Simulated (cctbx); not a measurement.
## TiFe3B with cctbx, script by script

Library: cctbx 2025.11. The data are simulated by the first script.

## 1. Simulate the data

run.py:

```python
from cctbx import adptbx, crystal, miller, sgtbx, xray
from cctbx.array_family import flex
from iotbx.shelx import hklf
from scitbx import matrix
import scitbx.random

cs = crystal.symmetry(unit_cell=(3.574, 3.574, 4.548, 90, 90, 90), space_group_symbol='Hall: P 4 -2')  # P4mm
atoms = [  # label, site, U (iso, or U11 U22 U33 U12 U13 U23 in A^2), occupancy
    ("Fe1", (0.5, 0, 0.5249), (0.0201, 0.0160, 0.0121, 0.0000, 0.0000, 0.0000), 1),
    ("Fe2", (0.5, 0.5, 0.1213), (0.0103, 0.0103, 0.0083, 0.0000, 0.0000, 0.0000), 1),
    ("Ti1", (0, 0, 0.0052), (0.0185, 0.0185, 0.0224, 0.0000, 0.0000, 0.0000), 1),
    ("B1", (0.5, 0.5, 0.6842), (0.0228, 0.0228, 0.0132, 0.0000, -0.0000, 0.0000), 1),
]
xs = xray.structure(crystal_symmetry=cs)
for label, site, u, occ in atoms:
    u = adptbx.u_cif_as_u_star(cs.unit_cell(), u) if isinstance(u, tuple) else u
    xs.add_scatterer(xray.scatterer(label, site=site, u=u, occupancy=occ))
xs.set_inelastic_form_factors(0.71073, "sasaki")
xs.show_summary()
p1 = xs.expand_to_p1()
ms = miller.build_set(p1, anomalous_flag=True, d_min=0.77)
flex.set_random_seed(857960)
scitbx.random.set_random_seed(857960)
ms = ms.select(flex.random_double(ms.size()) < 0.95)
i = ms.structure_factors_from_scatterers(p1, algorithm="direct").f_calc().as_intensity_array().data()
i = i / flex.sqrt(1 + 0.3 * i / flex.max(i))  # extinction
i = i * 40000 / flex.max(i)
sig = flex.sqrt(i + flex.pow2(0.015 * i) + 2 ** 2)
noise = scitbx.random.variate(scitbx.random.normal_distribution())(i.size())
data = ms.array(data=i + sig * noise, sigmas=sig).set_observation_type_xray_intensity()
with open("data.hkl", "w") as f:
    data.export_as_shelx_hklf(f)
print("reflections written:", data.size(), " <I/sigma> = %.1f" % flex.mean(data.data() / data.sigmas()))
for h, a, b in list(data.sort("data"))[:12]:
    print("%4d%4d%4d %9.1f %7.1f" % (h + (a, b)))
```

```console
$ python run.py
```

```text
Number of scatterers: 4
At special positions: 4
Unit cell: (3.574, 3.574, 4.548, 90, 90, 90)
Space group: P 4 m m (No. 99)
reflections written: 505  <I/sigma> = 34.3
  -1  -1  -1   40017.5   632.5
   1   1  -1   40000.8   632.5
   1  -1  -1   39992.4   632.5
   1  -1   1   39655.9   628.4
  -1   1  -1   39495.9   632.5
  -1   1   1   39337.9   628.4
   1   1   1   39149.4   628.4
  -1  -1   1   38982.6   628.4
   0  -2   0   38081.0   588.4
   0   2   0   37934.9   588.4
   2   0   0   36868.7   588.4
  -2   0   0   36711.3   588.4
```

Run time: 0.22 s on 1 thread of Arm Neoverse V2, with other jobs on the host, peak memory 0.07 GiB.

## 2. Symmetry

run.py:

```python
from cctbx import crystal, sgtbx, statistics
from cctbx.array_family import flex
from iotbx.shelx import hklf

p1 = crystal.symmetry(unit_cell=(3.574, 3.574, 4.548, 90, 90, 90), space_group_symbol="P 1")
raw = hklf.reader(file_name="data.hkl").as_miller_arrays(crystal_symmetry=p1, anomalous=True)[0]
print(raw.size(), "reflections to d = %.3f A" % raw.d_min())
isig = raw.data() / raw.sigmas()
print("centring   violations  <I/sigma> of those")
best = "P"
for c in "ABCIRF":
    a = raw.customized_copy(space_group_info=sgtbx.space_group_info("Hall: %s 1" % c)).sys_absent_flags().data()
    m = flex.mean(isig.select(a))
    print("%5s %10d of %5d %8.1f" % (c, (isig.select(a) > 4).count(True), a.count(True), m))
    if (isig.select(a) > 4).count(True) < 0.01 * a.count(True):
        best = c
raw = raw.select(~raw.customized_copy(space_group_info=sgtbx.space_group_info("Hall: %s 1" % best)).sys_absent_flags().data())
isig = raw.data() / raw.sigmas()
rows = []
for s in sgtbx.space_group_symbol_iterator():
    g = sgtbx.space_group(s)
    if g.conventional_centring_type_symbol() != best or not g.is_compatible_unit_cell(p1.unit_cell(), 1e-3, 0.02):
        continue
    rows.append((s, g))
print("Laue class    unique    Rint  (classes that these axes allow; Friedel mates merged)")
rint = {}
for s, g in rows:
    laue = g.build_derived_patterson_group()
    key = laue.type().hall_symbol()
    if key not in rint:
        m = raw.customized_copy(space_group_info=laue.info(), anomalous_flag=False).merge_equivalents()
        rint[key] = m.r_int()
        print("%-14s %6d %7.3f" % (laue.type().lookup_symbol(), m.array().size(), m.r_int()))
floor = min(rint.values())
good = [(s, g) for s, g in rows if rint[g.build_derived_patterson_group().type().hall_symbol()] < 2 * floor + 0.03]
top = max(g.build_derived_patterson_group().order_z() for s, g in good)
print("space group    extra absences  I>4sigma  <I/sigma>")
for s, g in good:
    laue = g.build_derived_patterson_group()
    if laue.order_z() != top:
        continue
    a = raw.customized_copy(space_group_info=g.info()).sys_absent_flags().data()
    a &= ~raw.customized_copy(space_group_info=laue.info()).sys_absent_flags().data()
    bad = (isig.select(a) > 4).count(True)
    if bad <= 0.03 * a.count(True):
        print("%-16s %8d %10d %9s  %s" % (s.universal_hermann_mauguin(), a.count(True), bad, "%.1f" % flex.mean(isig.select(a)) if a.count(True) else "-", "centric" if g.is_centric() else "acentric"))
laue = max(good, key=lambda t: t[1].build_derived_patterson_group().order_z())[1].build_derived_patterson_group()
f = raw.customized_copy(space_group_info=laue.info(), anomalous_flag=False).merge_equivalents().array().eliminate_sys_absent().f_sq_as_f()
f.set_observation_type_xray_amplitude()
bins = max(3, min(8, f.size() // 12))
f.setup_binner(n_bins=bins)
w = statistics.wilson_plot(f, {e: n / laue.order_z() for e, n in {'Fe': 3.0, 'Ti': 1.0, 'B': 1.0}.items()}, e_statistics=True)
print("Wilson B = %.2f A^2   <|E^2-1|> = %.3f (0.968 centric, 0.736 acentric)   E^2>4: %.1f %%" % (w.wilson_b, w.mean_e_sq_minus_1, w.percent_e_sq_gt_2))
print("shell (A)         n   <I/sigma>")
m = raw.customized_copy(space_group_info=laue.info(), anomalous_flag=False).merge_equivalents().array().eliminate_sys_absent()
for b in m.setup_binner(n_bins=bins).range_used():
    sel = m.binner().selection(b)
    print("%5.2f - %4.2f %6d %8.1f" % (min(m.binner().bin_d_range(b)[0] if m.binner().bin_d_range(b)[0] > 0 else 99, 99), m.binner().bin_d_range(b)[1], sel.count(True), flex.mean((m.data() / m.sigmas()).select(sel))))
```

```console
$ python run.py
```

```text
505 reflections to d = 0.787 A
centring   violations  <I/sigma> of those
    A        244 of   260     29.2
    B        246 of   262     29.0
    C        252 of   252     30.2
    I        244 of   244     34.8
    R        332 of   342     34.5
    F        371 of   387     29.5
Laue class    unique    Rint  (classes that these axes allow; Friedel mates merged)
P -1              266   0.014
P 1 2/m 1         155   0.016
P 1 1 2/m         152   0.016
P 2/m 1 1         155   0.015
P m m m            98   0.016
P 4/m              78   0.017
P 4/m m m          58   0.018
space group    extra absences  I>4sigma  <I/sigma>
P 4 2 2                 0          0         -  acentric
P 4 m m                 0          0         -  acentric
P -4 2 m                0          0         -  acentric
P -4 m 2                0          0         -  acentric
P 4/m m m               0          0         -  centric
Wilson B = 1.06 A^2   <|E^2-1|> = 0.667 (0.968 centric, 0.736 acentric)   E^2>4: 0.0 %
shell (A)         n   <I/sigma>
 4.55 - 1.24     18     88.8
 1.24 - 0.99     14     82.2
 0.99 - 0.87     11     80.8
 0.87 - 0.79     15     84.6
```

Time: 0.33 s.

## 3. Patterson map

run.py:

```python
from cctbx import crystal, maptbx
from iotbx.shelx import hklf

cs = crystal.symmetry(unit_cell=(3.574, 3.574, 4.548, 90, 90, 90), space_group_symbol='Hall: P 4 -2')  # P4mm
raw = hklf.reader(file_name="data.hkl").as_miller_arrays(crystal_symmetry=cs, anomalous=True)[0]
merged = raw.eliminate_sys_absent().merge_equivalents()
fo2 = merged.array().set_observation_type_xray_intensity()
f = fo2.average_bijvoet_mates().f_sq_as_f()
pm = f.patterson_map(symmetry_flags=maptbx.use_space_group_symmetry, sharpening=False, resolution_factor=0.25)
peaks = pm.peak_search(parameters=maptbx.peak_search_parameters(min_distance_sym_equiv=0.4, max_clusters=14)).all()
top = peaks.heights()[0]
print("Patterson group", f.patterson_symmetry().space_group_info())
print("      u       v       w   height  length (A)")
for x, h in zip(peaks.sites(), peaks.heights()):
    y = [t - round(t) for t in x]
    print("%7.3f %7.3f %7.3f %8.1f %8.2f" % (x + (1000 * h / top, cs.unit_cell().length(y))))
```

```console
$ python run.py
```

```text
Patterson group P 4/m m m
      u       v       w   height  length (A)
  0.000   0.000   0.000   1000.0     0.00
  0.500   0.500   0.000    609.1     2.53
  0.000   0.500   0.500    569.7     2.89
  0.000   0.000   0.500     18.7     2.27
  0.000   0.500   0.156     16.5     1.92
  0.257   0.257   0.500     -4.8     2.62
  0.000   0.000   0.244     -7.1     1.11
  0.178   0.178   0.107     -7.1     1.02
  0.144   0.345   0.310    -10.2     1.94
  0.000   0.294   0.072    -11.0     1.10
  0.214   0.500   0.000    -11.8     1.94
  0.279   0.500   0.410    -15.3     2.77
  0.500   0.500   0.500    -21.7     3.40
```

Time: 0.22 s.

## 4. Charge flipping

run.py:

```python
import itertools
from cctbx import crystal, maptbx
from cctbx.array_family import flex
from iotbx.shelx import hklf
from smtbx.ab_initio import charge_flipping as cf

cs = crystal.symmetry(unit_cell=(3.574, 3.574, 4.548, 90, 90, 90), space_group_symbol='Hall: P 4 -2')  # P4mm
raw = hklf.reader(file_name="data.hkl").as_miller_arrays(crystal_symmetry=cs, anomalous=True)[0]
merged = raw.eliminate_sys_absent().merge_equivalents()
fo2 = merged.array().set_observation_type_xray_intensity()
f = fo2.average_bijvoet_mates().f_sq_as_f().resolution_filter(d_min=1.8)
p1 = f.expand_to_p1()
p1.setup_binner_counting_sorted(reflections_per_bin=max(40, p1.size() // 12))
work = p1.array(data=p1.data() / p1.amplitude_quasi_normalisations().data())
flex.set_random_seed(97529)
it = cf.weak_reflection_improved_iterator(delta=None, weak_reflection_fraction=0.2)
it.start(work, phases=flex.random_double(p1.size()) * 6.2832, f_000=0)
it.delta = 1.1 * it.rho_map.sigma()
print("cycle      R  skewness")
for n, st in enumerate(itertools.islice(it, 300)):
    if n % 25 == 0:
        print("%5d %6.3f %8.2f" % (n, st.r1_factor(), st.rho_map.skewness()))
rho = p1.phase_transfer(it.f_calc).fft_map().apply_volume_scaling()
polish = cf.low_density_elimination_iterator(constant_rho_c=rho.sigma())
polish.start(f_obs=p1, phases=it.f_calc, f_000=0)
for _ in range(8):
    next(polish)
print("origin shift          correlation  skewness")
maps = []
for fc, shift, cc in itertools.islice(cf.f_calc_symmetrisations(f, polish.f_calc, 0), 4):
    m = f.phase_transfer(fc).fft_map(symmetry_flags=maptbx.use_space_group_symmetry, resolution_factor=0.25).apply_sigma_scaling()
    maps.append((m.skewness(), cc, m))
    print("%6.3f %6.3f %6.3f %10.3f %9.2f" % (tuple(shift) + (cc, m.skewness())))
skew, cc, m = max((t for t in maps if t[1] > maps[0][1] - 0.04), key=lambda t: t[0])
print("taken: symmetry correlation %.3f, skewness %.2f" % (cc, skew))
peaks = m.peak_search(parameters=maptbx.peak_search_parameters(min_distance_sym_equiv=0.9, max_clusters=9)).all()
sps = cs.special_position_settings(min_distance_sym_equiv=0.5)
print("peak      x       y       z  mult  height/sigma")
for k, (x, h) in enumerate(zip(peaks.sites(), peaks.heights())):
    ss = sps.site_symmetry(x)
    print("Q%-3d %7.4f %7.4f %7.4f %4d %8.1f" % ((k + 1,) + tuple(t % 1 for t in ss.exact_site()) + (ss.multiplicity(), h)))
```

```console
$ python run.py
```

```text
cycle      R  skewness
    0  0.714     0.15
   25  0.744     1.28
   50  0.618     1.13
   75  1.042    -0.27
  100  0.718     1.03
  125  0.759     0.53
  150  0.702     0.88
  175  0.628     1.15
  200  0.481     1.24
  225  0.631     1.02
  250  0.802     0.87
  275  0.586     0.85
origin shift          correlation  skewness
-0.011  0.333  0.000      1.000      0.83
taken: symmetry correlation 1.000, skewness 0.83
peak      x       y       z  mult  height/sigma
Q1    0.0000  0.0000  0.1597    1      4.1
Q2    0.0000  0.5000  0.6404    2      3.0
Q3    0.5000  0.5000  0.0677    1      1.8
```

Time: 0.24 s.

This run holds a fault made on purpose: resolution cut far too low for atomic peaks.

## 5. Charge flipping

run.py, as its changes from the last script of this kind:

```diff
@@ -11 +11 @@
-f = fo2.average_bijvoet_mates().f_sq_as_f().resolution_filter(d_min=1.8)
+f = fo2.average_bijvoet_mates().f_sq_as_f().resolution_filter(d_min=0.8)
```

```console
$ python run.py
```

```text
cycle      R  skewness
    0  0.526     0.33
   25  0.276     3.23
   50  0.268     3.02
   75  0.220     3.01
  100  0.238     2.94
  125  0.256     3.01
  150  0.242     2.94
  175  0.249     3.12
  200  0.220     3.01
  225  0.216     2.96
  250  0.255     3.19
  275  0.216     3.01
origin shift          correlation  skewness
 0.184  0.589 -0.000      0.999      5.27
 0.195  0.106 -0.000      0.989      4.68
-0.805 -0.894  0.000      0.989      4.68
taken: symmetry correlation 0.999, skewness 5.27
peak      x       y       z  mult  height/sigma
Q1    0.5000  0.5000  0.7393    1     10.8
Q2    0.0000  0.0000  0.6471    1     10.5
Q3    0.0000  0.5000  0.2557    2      9.6
Q4    0.0000  0.3407  0.6570    4      0.9
Q5    0.2586  0.2586  0.7411    4      0.8
Q6    0.2492  0.2492  0.1731    4      0.7
Q7    0.3198  0.5000  0.1754    4      0.6
Q8    0.0000  0.0000  0.1152    1      0.6
Q9    0.0000  0.5000  0.0293    2      0.6
```

Time: 0.27 s.

## 6. Refinement (model from the peaks)

run.py:

```python
import math
from cctbx import adptbx, crystal, maptbx, sgtbx, xray
from cctbx.array_family import flex
from cctbx.xray import observations
from iotbx.shelx import hklf
from scitbx.lstbx import normal_eqns_solving
from smtbx import absolute_structure, utils
from smtbx.refinement import constraints, least_squares

cs = crystal.symmetry(unit_cell=(3.574, 3.574, 4.548, 90, 90, 90), space_group_symbol='Hall: P 4 -2')  # P4mm
atoms = [  # label, site, U (iso, or U11 U22 U33 U12 U13 U23 in A^2), occupancy
    ("Fe1", (0.5, 0.5, 0.7393), 0.0200, 1),
    ("Ti1", (0, 0, 0.6471), 0.0200, 1),
    ("Fe2", (0, 0.5, 0.2557), 0.0200, 1),
]
xs = xray.structure(crystal_symmetry=cs)
for label, site, u, occ in atoms:
    u = adptbx.u_cif_as_u_star(cs.unit_cell(), u) if isinstance(u, tuple) else u
    xs.add_scatterer(xray.scatterer(label, site=site, u=u, occupancy=occ))
xs.set_inelastic_form_factors(0.71073, "sasaki")
raw = hklf.reader(file_name="data.hkl").as_miller_arrays(crystal_symmetry=cs, anomalous=True)[0]
merged = raw.eliminate_sys_absent().merge_equivalents()
fo2 = merged.array().set_observation_type_xray_intensity()
print("Rint %.3f, %d unique reflections to %.2f A" % (merged.r_int(), fo2.size(), fo2.d_min()))
for sc in xs.scatterers():
    sc.flags.set_grad_site(True)
    sc.flags.set_grad_u_aniso(sc.flags.use_u_aniso())
    sc.flags.set_grad_u_iso(sc.flags.use_u_iso())
obs = fo2.as_xray_observations()
extra = {}
rep = constraints.reparametrisation(xs, [], utils.connectivity_table(xs), **extra)
ls = least_squares.crystallographic_ls(obs, rep, weighting_scheme=least_squares.mainstream_shelx_weighting(a=0, b=0))
print("cycle     R1     wR2    GooF  max shift (A)")
for cycle in range(6):
    ls.build_up()
    r1, wr2, goof = ls.r1_factor(cutoff_factor=2)[0], ls.wR2(), ls.goof()
    old = xs.sites_cart()
    normal_eqns_solving.levenberg_marquardt_iterations(ls, n_max_iterations=3, tau=0.0001, step_threshold=1e-7)
    big = flex.max((xs.sites_cart() - old).norms())
    print("%4d %7.4f %7.4f %7.3f %9.5f" % (cycle + 1, r1, wr2, goof, big))
    ls.build_up(objective_only=True)
    if abs(ls.wR2() - wr2) < 5e-5 and big < 5e-4:
        break
ls.build_up()
print("final R1 %.4f wR2 %.4f GooF %.3f  parameters %d  data/parameter %.1f" % (ls.r1_factor(cutoff_factor=2)[0], ls.wR2(), ls.goof(), ls.n_parameters, fo2.size() / ls.n_parameters))
cov = ls.covariance_matrix_and_annotations()
su = dict(zip(cov.annotations, (math.sqrt(max(v, 0)) for v in cov.matrix.matrix_packed_u_diagonal())))
a2 = cs.unit_cell().reciprocal_parameters()[0] ** -2
print("atom        x        y        z      Ueq    occ   su(xyz)  su(Uiso or U11)")
for sc in xs.scatterers():
    s = max(su.get(sc.label + k, 0) for k in (".x", ".y", ".z"))
    npd = "" if sc.is_positive_definite_u(cs.unit_cell()) else "  NPD"
    print("%-5s %8.5f %8.5f %8.5f %8.4f %6.3f %8.5f %7.4f%s" % ((sc.label,) + sc.site + (sc.u_iso_or_equiv(cs.unit_cell()), sc.occupancy, s, su.get(sc.label + ".uiso", su.get(sc.label + ".u11", 0) * a2), npd)))
fo = fo2.f_sq_as_f()
fc = fo.structure_factors_from_scatterers(xs, algorithm="direct").f_calc()
diff = fo.f_obs_minus_f_calc(1 / math.sqrt(ls.scale_factor()), fc).average_bijvoet_mates()
m = diff.fft_map(symmetry_flags=maptbx.use_space_group_symmetry, resolution_factor=0.25).apply_volume_scaling()
print("difference map: max %.2f min %.2f rms %.2f" % (m.statistics().max(), m.statistics().min(), m.statistics().sigma()))
peaks = m.peak_search(parameters=maptbx.peak_search_parameters(min_distance_sym_equiv=0.6, max_clusters=6)).all()
near = xs.closest_distances(peaks.sites(), distance_cutoff=4)
sps = cs.special_position_settings(min_distance_sym_equiv=0.5)
for k, (x, h) in enumerate(zip(peaks.sites(), peaks.heights())):
    ss = sps.site_symmetry(x)
    print("Q%-3d %7.4f %7.4f %7.4f %4d %7.2f  %.2f A from %s" % ((k + 1,) + tuple(t % 1 for t in ss.exact_site()) + (ss.multiplicity(), h, near.smallest_distances[k], xs.scatterers()[near.i_seqs[k]].label)))
```

```console
$ python run.py
```

```text
Rint 0.015, 104 unique reflections to 0.79 A
cycle     R1     wR2    GooF  max shift (A)
   1  0.1321  0.3473  27.052   0.06183
   2  0.0633  0.1992  15.515   0.00676
   3  0.0636  0.1979  15.411   0.00064
   4  0.0635  0.1979  15.411   0.00004
final R1 0.0635 wR2 0.1979 GooF 15.411  parameters 6  data/parameter 17.3
atom        x        y        z      Ueq    occ   su(xyz)  su(Uiso or U11)
Fe1    0.50000  0.50000  0.75453   0.0233  1.000  0.00190  0.0022
Ti1    0.00000  0.00000  0.64011   0.0003  1.000  0.00180  0.0013
Fe2    0.00000  0.50000  0.24548   0.0165  1.000  0.00172  0.0015
difference map: max 5.07 min -2.78 rms 0.61
Q1    0.0000  0.0000  0.0816    1    5.07  1.94 A from Fe2
Q2    0.5000  0.5000  0.3644    1    3.18  1.77 A from Fe1
Q3    0.0000  0.5000  0.8237    2    1.61  1.81 A from Fe1
Q4    0.5000  0.5000  0.8776    1    1.48  0.56 A from Fe1
Q5    0.5000  0.5000  0.6326    1    1.30  0.55 A from Fe1
Q6    0.0000  0.5000  0.2457    2    1.07  0.00 A from Fe2
```

It took 0.45 s on 1 thread of Arm Neoverse V2 (shared host), peak memory 0.09 GiB.

Figures of merit this high mean that the model is still wrong or incomplete.

[Logs are printed without paths, hosts, clocks, repeated set-up lines and the standing remarks that a program may print on its own settings, such as how far it seeks lower states.]
